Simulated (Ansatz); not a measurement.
# BiAs (model cell, started as NiAs type): phonons and vibrational spectra, part 2 of 2

How does BiAs (model cell, started as NiAs type) vibrate, and is this structure a minimum?

Ansatz 0.2.0; DFT PBE, scalar-relativistic, plane waves, PAW.

So far. Step 3 (Tight relaxation): The forces vanish by symmetry and the pressure is 0.000 GPa, within the tolerances set. The cell now holds 28.01 Å³/atom. The relaxed cell has a = 4.177, c = 7.414 Å (conventional setting).

The structure was built from a prototype and need not be the compound's stable phase.

## 4. Linear response at the zone centre

The zone centre comes first: it holds the modes that light can see, as far as symmetry allows. No field response is asked, since the mesh shows no gap.

input.yaml reads:

```yaml
crystal:
  lattice:
    - [4.1773176012, 0.0, 0.0]
    - [-2.0886588006, 3.6176631623, 0.0]
    - [0.0, 0.0, 7.4141078752]
  atoms:
    - { symbol: Bi, position: [0.0, 0.0, 0.0] }
    - { symbol: Bi, position: [0.0, 0.0, 0.5] }
    - { symbol: As, position: [0.3333333333, 0.6666666667, 0.25] }
    - { symbol: As, position: [0.6666666667, 0.3333333333, 0.75] }
kpoints:
  mp_grid: { grid: [12, 12, 6] }
hamiltonian:
  xc: pbe
scf:
  occupations: { method: methfessel_paxton, width: 0.2 }
output:
  eigenvalues: true
phonons:
  method: dfpt
```

Command:

```sh
ansatz run input.yaml --threads 4 --pin off --max-ram 7168MiB --backend cpu --events-out ev --progress --plain --runs-dir out
```

Numbers of over 12 decimals in the logs are rounded to 6 here.

Output:

```text
[...]
Crystal: 4 atoms, lattice volume = 112.043 Å³
Basis set: ecut = 420 eV, 2143 PW (Γ), exchange–correlation on 60×60×100 points (8 copies of the dense FFT grid, shifted against one another)
Bands: 36, of which v1, the nominal top of the filled ones, is band 30 counted from 1 (29 counted from 0)
Symmetry: 24 space group operations
k-points: 242 of 864 (irreducible under 2 space group operations, time reversal used)
[...]
SCF iter   1: F=—  HF=-34505.044706 eV  |F-HF|=—  |Δ(HF+E_count)|=         —  Δρ=1.13e-3  dr2=1.74e-3  ethr=1.77e-3  ⟨swp⟩=6.4  Hψ=34248  notcnv=0
[...]
SCF iter   8: F=-34505.043583 eV  HF=-34505.043583 eV  |F-HF|=7.28e-12  |Δ(HF+E_count)|=  3.64e-11  S|Δr|=    0.00e0  Δρ=5.26e-8  dr2=4.03e-12  ethr=1.00e-12  ⟨swp⟩=8.1  Hψ=51798  notcnv=0
SCF 1 converged in 8 iterations: F = -34505.043583 eV  dr2 = 4.03e-12
[...]
DFPT response loops at Γ: preconditioner auto → Kerker (q_TF=auto, 2.459 Å⁻¹) (partly filled bands, converged f_vac=0.012); β = 1.00, the filter's whole step (`scf.mixing.beta` (0.50) is not read by the response loops under this deck's `scf.mixing.preconditioner`; to damp them name `kerker` or `kerker_dos`, under which they read `scf.mixing.beta`, and type it under 1.00, their step now; both keys bind the ground state too); Broyden in place of MSR1
SCF converged after 8 iterations
[...]
Free energy (F): -34505.043583 eV
[...]
Internal energy: -34505.040586 eV  (E = F + TS)
E sigma→0 (E₀):  -34505.042833 eV
Entropy (-TS):   -0.002996 eV (-0.749 meV/atom)
Fermi energy:    10.095159 eV
[...]
--- Band table (eV; the first three rows and the last of 242) ---
  k-point 0: bands = [... 26 lower, 8.6592, 9.7892, 9.7892, 9.7982, 10.7630, 11.5749, 11.5749, 12.5973, ... 2 higher]
  k-point 1: bands = [... 26 lower, 8.7182, 9.5443, 9.6860, 9.6860, 11.0896, 11.6436, 11.6436, 12.5148, ... 2 higher]
  k-point 2: bands = [... 26 lower, 8.8875, 9.1301, 9.4353, 9.4353, 11.7207, 11.8199, 11.8199, 12.3085, ... 2 higher]
  k-point 241: bands = [... 26 lower, 7.0851, 7.0851, 9.2361, 9.2361, 10.3223, 10.3223, 13.3930, 13.3930, ... 2 higher]
--- Phonons (Γ-DFPT): 4 representative perturbations + reference, on 242 of 864 k-points (Σ response iterations 12) ---
  k mesh reduced under 2 symmetry operations, with k and −k counted as one. Each operation leaves every solved perturbation unchanged. A smaller set is not used because it would not reduce the number of displacements times k-points to solve
  ASR residual: 5.939e-5 → 0.000e0 eV/Å²; symmetrization residual: 2.449e-5 eV/Å²
  ASR residual per site (eV/Å²): 5.94e-5 5.94e-5 5.22e-5 5.22e-5
  Γ frequencies (cm⁻¹): -113.16 0.00 0.00 0.00 37.97 37.97 85.20 85.20 114.71 125.57 125.57 149.83
  non-analytic LO–TO correction: not included (Born effective charges unavailable; polar crystals: no LO–TO splitting at Γ)
```

It took 1.8 min on 4 threads of Arm Neoverse V2, shared host; peak memory 3.2 GiB; 6.8 min of CPU time.

This step gave:

```yaml
sum_rule_residual_before_enforcement: 5.94e-5 eV/Å²
point_group: 6/mmm
highest_optical_mode_at_the_zone_centre_no_lo_to_term: 149.8 cm⁻¹
lowest_optical_zone_centre_mode: -113.2 cm⁻¹
```

Patterns of degenerate modes are one choice out of their space. Modes at Γ, with each element's share of the kinetic energy (negative means imaginary):

| mode | frequency (cm⁻¹) | symmetry | Bi % | As % |
| --- | --- | --- | --- | --- |
| 1 | -113.2 | A2u | 26 | 74 |
| 2 | 0.0 | acoustic | 74 | 26 |
| 3 | 0.0 | acoustic | 74 | 26 |
| 4 | 0.0 | acoustic | 74 | 26 |
| 5 | 38.0 | E2u | 100 | 0 |
| 6 | 38.0 | E2u | 100 | 0 |
| 7 | 85.2 | E1u | 26 | 74 |
| 8 | 85.2 | E1u | 26 | 74 |
| 9 | 114.7 | B2u | 100 | 0 |
| 10 | 125.6 | E2g | 0 | 100 |
| 11 | 125.6 | E2g | 0 | 100 |
| 12 | 149.8 | B1g | 0 | 100 |

Displacements in mode 1 (-113.2 cm⁻¹), the largest set to 1:
```
Bi1  0.00  0.00 -0.36
Bi2  0.00  0.00 -0.36
As3  0.00  0.00  1.00
As4  0.00  0.00  1.00
```

Displacements in mode 12 (149.8 cm⁻¹), the largest set to 1:
```
Bi1  0.00  0.00  0.00
Bi2  0.00  0.00  0.00
As3  0.00  0.00  1.00
As4  0.00  0.00 -1.00
```

Before it was imposed, the acoustic sum rule was missed by 5.9e-5 eV/Å². Small misses are needed for a sound result but don't prove that mesh and cutoff are converged. The lowest optical mode is imaginary, 113.2i cm⁻¹, so the energy falls along it.

## 5. Response at finite wavevector

Stability and thermal properties need the whole zone. Linear response on a 2×2×2 q mesh gives force constants as far as a supercell of that size would.

Edit input.yaml of step 4 so:

```diff
@@ -20 +20,9 @@
   method: dfpt
+  qmesh: [2, 2, 2]
+  temperatures: { t_max: 1000, t_step: 50 }
+  qpath:
+    path:
+      - [[0.0, 0.0, 0.0], [0.5, 0.0, 0.0], [0.33333333, 0.33333333, 0.0], [0.0, 0.0, 0.0], [0.0, 0.0, 0.5], [0.5, 0.0, 0.5], [0.33333333, 0.33333333, 0.5], [0.0, 0.0, 0.5]]
+      - [[0.5, 0.0, 0.5], [0.5, 0.0, 0.0]]
+      - [[0.33333333, 0.33333333, 0.5], [0.33333333, 0.33333333, 0.0]]
+    npoints: 10
```

Output:

```text
Warning: phonons: the dynamical matrix that this run interpolates holds no multipole term above the dipole-dipole one, and a site of this crystal is no centre of inversion, so its interpolated transverse optical and acoustic branches and sound speeds can stay off near Gamma, and the density of states and the thermodynamics with them. What a run solves at a wave vector of phonons.qpoints, Gamma apart, where the deck admits one, is free of this, and under fd what a larger phonons.supercell samples
[...]
Crystal: 4 atoms, lattice volume = 112.043 Å³
Basis set: ecut = 420 eV, 2143 PW (Γ), exchange–correlation on 60×60×100 points (8 copies of the dense FFT grid, shifted against one another)
Bands: 36, of which v1, the nominal top of the filled ones, is band 30 counted from 1 (29 counted from 0)
Symmetry: 24 space group operations
k-points: 76 of 864
[...]
SCF iter   1: F=—  HF=-34505.044584 eV  |F-HF|=—  |Δ(HF+E_count)|=         —  Δρ=1.12e-3  dr2=1.73e-3  ethr=1.77e-3  ⟨swp⟩=6.3  Hψ=10678  notcnv=0
[...]
SCF iter   8: F=-34505.043583 eV  HF=-34505.043583 eV  |F-HF|=7.28e-12  |Δ(HF+E_count)|=  7.28e-12  S|Δr|=    0.00e0  Δρ=5.34e-8  dr2=4.21e-12  ethr=1.00e-12  ⟨swp⟩=7.6  Hψ=15697  notcnv=0
SCF 1 converged in 8 iterations: F = -34505.043583 eV  dr2 = 4.21e-12
[...]
SCF iter   7: F=-34505.043583 eV  HF=-34505.043583 eV  |F-HF|=7.28e-12  |Δ(HF+E_count)|=    0.00e0  S|Δr|=    0.00e0  Δρ=5.80e-8  dr2=2.38e-12  ethr=1.00e-12  ⟨swp⟩=2.0  Hψ=5329  notcnv=0
SCF 2 converged in 7 iterations: F = -34505.043583 eV  dr2 = 2.38e-12
phonons: the bands overlap, so this run is a metal and interpolates without the dipole-dipole term. If the crystal is really an insulator or semiconductor, its LO-TO splitting is missing
NSCF: frozen V_eff on 76 k-points
[...]
DFPT response loops at q = (0, 0, 0) (fractional): preconditioner auto → Kerker (q_TF=auto, 2.459 Å⁻¹) (partly filled bands, converged f_vac=0.012); β = 1.00, the filter's whole step (`scf.mixing.beta` (0.50) is not read by the response loops under this deck's `scf.mixing.preconditioner`; to damp them name `kerker` or `kerker_dos`, under which they read `scf.mixing.beta`, and type it under 1.00, their step now; both keys bind the ground state too); Broyden in place of MSR1
[...]
SCF converged after 8 iterations
[...]
Free energy (F): -34505.043583 eV
[...]
Internal energy: -34505.040586 eV  (E = F + TS)
E sigma→0 (E₀):  -34505.042833 eV
Entropy (-TS):   -0.002996 eV (-0.749 meV/atom)
Fermi energy:    10.095159 eV
[...]
--- Band table (eV; the first three rows and the last of 76) ---
  k-point 0: bands = [... 26 lower, 8.6592, 9.7892, 9.7892, 9.7982, 10.7630, 11.5749, 11.5749, 12.5973, ... 2 higher]
  k-point 1: bands = [... 26 lower, 8.7182, 9.5443, 9.6860, 9.6860, 11.0896, 11.6436, 11.6436, 12.5148, ... 2 higher]
  k-point 2: bands = [... 26 lower, 8.8875, 9.1301, 9.4353, 9.4353, 11.7207, 11.8199, 11.8199, 12.3085, ... 2 higher]
  k-point 75: bands = [... 26 lower, 7.4656, 7.4656, 9.0113, 9.0113, 9.6561, 9.6561, 13.9091, 13.9091, ... 2 higher]
--- Phonons (Γ-DFPT): 4 representative perturbations + reference (Σ response iterations 12) ---
  ASR residual: 5.829e-5 → 0.000e0 eV/Å²; symmetrization residual: 1.760e-5 eV/Å²
  ASR residual per site (eV/Å²): 5.57e-5 5.57e-5 5.83e-5 5.83e-5
[...]
--- Phonons (arbitrary-q DFPT): 4 irreducible q on the 2×2×2 mesh ---
  q = [0.0000, 0.0000, 0.0000] (star 1, of the zone-centre solve; hermiticity 5.54e-6, symmetrization 1.74e-11): -113.16 -0.00 -0.00 0.00 37.97 37.97 85.20 85.20 114.71 125.57 125.57 149.83
  q = [0.0000, 0.0000, -0.5000] (star 1, 4 solved perturbations in 590 linear systems a pass and spin channel, the states on 242 of 864 k-point pairs; hermiticity 4.30e-6, symmetrization 5.17e-11): 35.70 35.70 35.70 35.70 79.96 79.96 117.25 117.25 117.25 117.25 135.87 135.87
[...]
sum rule: each row above includes the acoustic sum rule's correction from the zone centre's row sums; it moved no ω² by more than (0.46 cm⁻¹)²
  mesh force constants: q→R imaginary residual 2.26e-17; ASR residual 5.829e-5 → 0.000e0 eV/Å²; symmetrization residual 4.441e-15 eV/Å²
  interpolated dispersion: 93 rows × 12 modes
  density of states and harmonic sums: on the 18×18×10 q-mesh, interpolated from the force constants of a 2×2×2 supercell (no non-analytic term)
  largest difference from the sums on the solved wave vectors: F 8.90e-2 eV, S 1.26e-4 and C_V 4.01e-5 eV/K
  zero-point energy: 0.059985 eV/cell   skipped modes (ω ≤ 0): 102, of them read as no rigid motion or as one in doubt: 99 (4.395e-1 modes/cell left out, lowest -113.16 cm⁻¹)   left out of the sums: 3.67e-2 of the cell's modes: C_V's classical limit lies that fraction below 3 k_B per atom; for a crystal, a wire or a layer, F and S can be off by more, and a phonons.interpolated_qmesh denser along its periods is the remedy for the sampling
```

Wall time 6.2 min (4 threads); peak memory 2.6 GiB.

Numbers from this step:

* sum-rule residual before enforcement: 5.83e-5 eV/Å²
* lowest frequency on the path: -113.2 cm⁻¹
* highest frequency on the path or at a solved wavevector: 159.4 cm⁻¹
* lowest mode on the q mesh (acoustic modes at Γ apart): -113.2 cm⁻¹

Frequencies (cm⁻¹) solved at each irreducible wavevector; negative means imaginary. Frequencies by wavevector, by row:

| q in reciprocal lattice units | star | mode 1 | mode 2 | mode 3 | mode 4 | mode 10 | mode 11 | mode 12 |
| --- | --- | --- | --- | --- | --- | --- | --- | --- |
| 0 0 0 | 1 | -113.2 | 0 | 0 | 0 | 125.6 | 125.6 | 149.8 |
| 0 0 -0.5 | 1 | 35.7 | 35.7 | 35.7 | 35.7 | 117.2 | 135.9 | 135.9 |
| 0 -0.5 0 | 3 | -85.3 | 17.4 | 25 | 55.6 | 123.3 | 131.3 | 137.1 |
| 0 -0.5 -0.5 | 3 | 45.3 | 45.3 | 50.6 | 50.6 | 113.7 | 130.3 | 130.3 |

Interpolated from a 2×2×2 q mesh, rough between the solved points. The phonon branches at the labelled points (cm⁻¹):

| point | branch 1 | branch 2 | branch 3 | branch 4 | branch 9 | branch 10 | branch 11 | branch 12 |
| --- | --- | --- | --- | --- | --- | --- | --- | --- |
| Γ | -113 | 0 | 0 | 0 | 115 | 126 | 126 | 150 |
| halfway | -69 | 23 | 35 | 51 | 112 | 112 | 113 | 123 |
| M | -85 | 17 | 25 | 56 | 116 | 123 | 131 | 137 |
| halfway | -63 | 40 | 42 | 56 | 114 | 117 | 122 | 130 |
| K | 35 | 35 | 39 | 62 | 114 | 116 | 116 | 121 |
| halfway | -54 | 25 | 28 | 55 | 107 | 108 | 114 | 121 |
| Γ | -113 | 0 | 0 | 0 | 115 | 126 | 126 | 150 |
| halfway | -37 | 24 | 24 | 38 | 99 | 125 | 125 | 159 |
| A | 36 | 36 | 36 | 36 | 117 | 117 | 136 | 136 |
| halfway | 41 | 41 | 52 | 52 | 120 | 120 | 127 | 127 |
| L | 45 | 45 | 51 | 51 | 114 | 114 | 130 | 130 |
| halfway | 48 | 48 | 51 | 51 | 118 | 118 | 128 | 128 |
| H | 45 | 45 | 54 | 54 | 123 | 123 | 124 | 124 |
| halfway | 44 | 44 | 52 | 52 | 121 | 121 | 125 | 125 |
| A | 36 | 36 | 36 | 36 | 117 | 117 | 136 | 136 |
| jump to L | 45 | 45 | 51 | 51 | 114 | 114 | 130 | 130 |
| halfway | -17 | 29 | 42 | 54 | 119 | 121 | 136 | 136 |
| M | -85 | 17 | 25 | 56 | 116 | 123 | 131 | 137 |
| jump to H | 45 | 45 | 54 | 54 | 123 | 123 | 124 | 124 |
| halfway | 38 | 54 | 54 | 56 | 118 | 119 | 119 | 123 |
| K | 35 | 35 | 39 | 62 | 114 | 116 | 116 | 121 |

Tetrahedra on a 18×18×10 mesh, mean over bins of 5 cm-1. Interpolated from a 2×2×2 q mesh, rough between the solved points. Phonon density of states against wavenumber; read off at these points:

| wavenumber (cm⁻¹) | phonon density of states (1/cm⁻¹/cell) |
| --- | --- |
| -112 | 5.0e-5 |
| -102 | 8.3e-4 |
| -92 | 0.00118 |
| -82 | 0.00213 |
| -78 | 0.00367 |
| -68 | 0.0056 |
| -58 | 0.00763 |
| -48 | 0.00658 |
| -38 | 0.00554 |
| -28 | 0.0046 |
| -18 | 0.00351 |
| -12 | 0.00351 |
| -2 | 0.00356 |
| 8 | 0.00406 |
| 18 | 0.00887 |
| 28 | 0.0436 |
| 38 | 0.110 |
| 48 | 0.128 |
| 52 | 0.166 |
| 58 | 0.134 |
| 62 | 0.0749 |
| 72 | 0.0990 |
| 82 | 0.0438 |
| 92 | 0.0496 |
| 102 | 0.0781 |
| 112 | 0.128 |
| 122 | 0.223 |
| 128 | 0.156 |
| 138 | 0.0137 |
| 148 | 0.00548 |
| 158 | 0.00121 |

The partial phonon density of states has structure finer than the step of the table below, so its rows give means over 10 cm⁻¹, whole bins alone (the curve runs from -123 to 174 cm⁻¹). Peaks (cm⁻¹: height): As 121.9: 0.210; Bi 39.6: 0.133, 54.5: 0.140, 69.5: 0.0862.

Phonopy on the run's constants, 15x15x7 mesh, Gaussian sigma 2.1 cm-1. Interpolated from a 2×2×2 q mesh, rough between the solved points. Partial phonon density of states against wavenumber; means over each step; values in 1/cm⁻¹/cell:

| wavenumber (cm⁻¹) | As | Bi |
| --- | --- | --- |
| -110 | 3.1e-4 | 1.2e-4 |
| -100 | 4.9e-4 | 2.5e-4 |
| -90 | 0.00114 | 6.3e-4 |
| -80 | 0.00217 | 0.00125 |
| -70 | 0.00322 | 0.00278 |
| -60 | 0.00342 | 0.00332 |
| -50 | 0.00363 | 0.00552 |
| -40 | 0.00161 | 0.00404 |
| -30 | 0.00109 | 0.00213 |
| -20 | 6.4e-4 | 0.00209 |
| -10 | 6.3e-5 | 2.6e-4 |
| 0 | 5.5e-5 | 1.6e-4 |
| 10 | 2.9e-4 | 0.00112 |
| 20 | 0.00261 | 0.0157 |
| 30 | 0.00722 | 0.0509 |
| 40 | 0.0113 | 0.111 |
| 50 | 0.0173 | 0.126 |
| 60 | 0.0122 | 0.0935 |
| 70 | 0.0170 | 0.0696 |
| 80 | 0.0178 | 0.0350 |
| 90 | 0.0261 | 0.0194 |
| 100 | 0.0580 | 0.0110 |
| 110 | 0.111 | 0.0118 |
| 120 | 0.189 | 0.0195 |
| 130 | 0.0951 | 0.00959 |
| 140 | 0.0119 | 0.00179 |
| 150 | 0.00385 | 8.5e-4 |
| 160 | 7.8e-4 | 1.9e-4 |

Symmetry leaves 4 wavevectors to solve. The lowest mode among them, the acoustic zeros apart, lies at Γ and is imaginary, 113.2i cm⁻¹, so the energy falls along it.

## 6. Outcome

| Quantity | Value |
| --- | --- |
| space group after relaxation (within 0.01 Å) | P6_3/mmc |
| volume per atom | 28.0 Å³ |
| electronic character | no gap on this mesh |
| highest optical mode at the zone centre (no LO-TO term) | 150 cm⁻¹ |
| lowest optical zone-centre mode | -113 cm⁻¹ |
| lowest mode on the q mesh (acoustic modes at Γ apart) | -113 cm⁻¹ |
| highest frequency on the path or at a solved wavevector | 159 cm⁻¹ |
| imaginary modes on the 2×2×2 q mesh | yes |

What this shows: Modes are clearly imaginary (beyond 10i cm⁻¹) at 2 of the 4 irreducible wavevectors, most at Γ (113.2i cm⁻¹), so this structure is not a minimum of the energy. The optical modes at Γ span -113 to 150 cm⁻¹ (negative means imaginary). The highest mode in this list at Γ, 149.8 cm⁻¹, is mostly motion of As (100 % of the kinetic energy). The q mesh stands for a supercell only 8.4 Å across, so branches between the solved wavevectors are rough. With no gap, or one that is small against the smearing, the frequencies hang on the k mesh and the smearing, most of all near Kohn anomalies. Spin-orbit coupling is left out, which can matter for the heavy elements here. A phonon run warned that its eigensolver left some bands unconverged in a pass. The starting cell was built on a prototype and not taken from a measurement, so the phase need not exist. These are harmonic frequencies at zero temperature: anharmonic shifts, linewidths and thermal expansion are left out.

[Logs are printed without paths, hosts, clocks, repeated set-up lines and the standing remarks that a program may print on its own settings, such as how far it seeks lower states.]

[Hosts, paths, dates, database ids (printed as entryN), source tags and the programs' standing remarks are cut or masked in the printed files.]
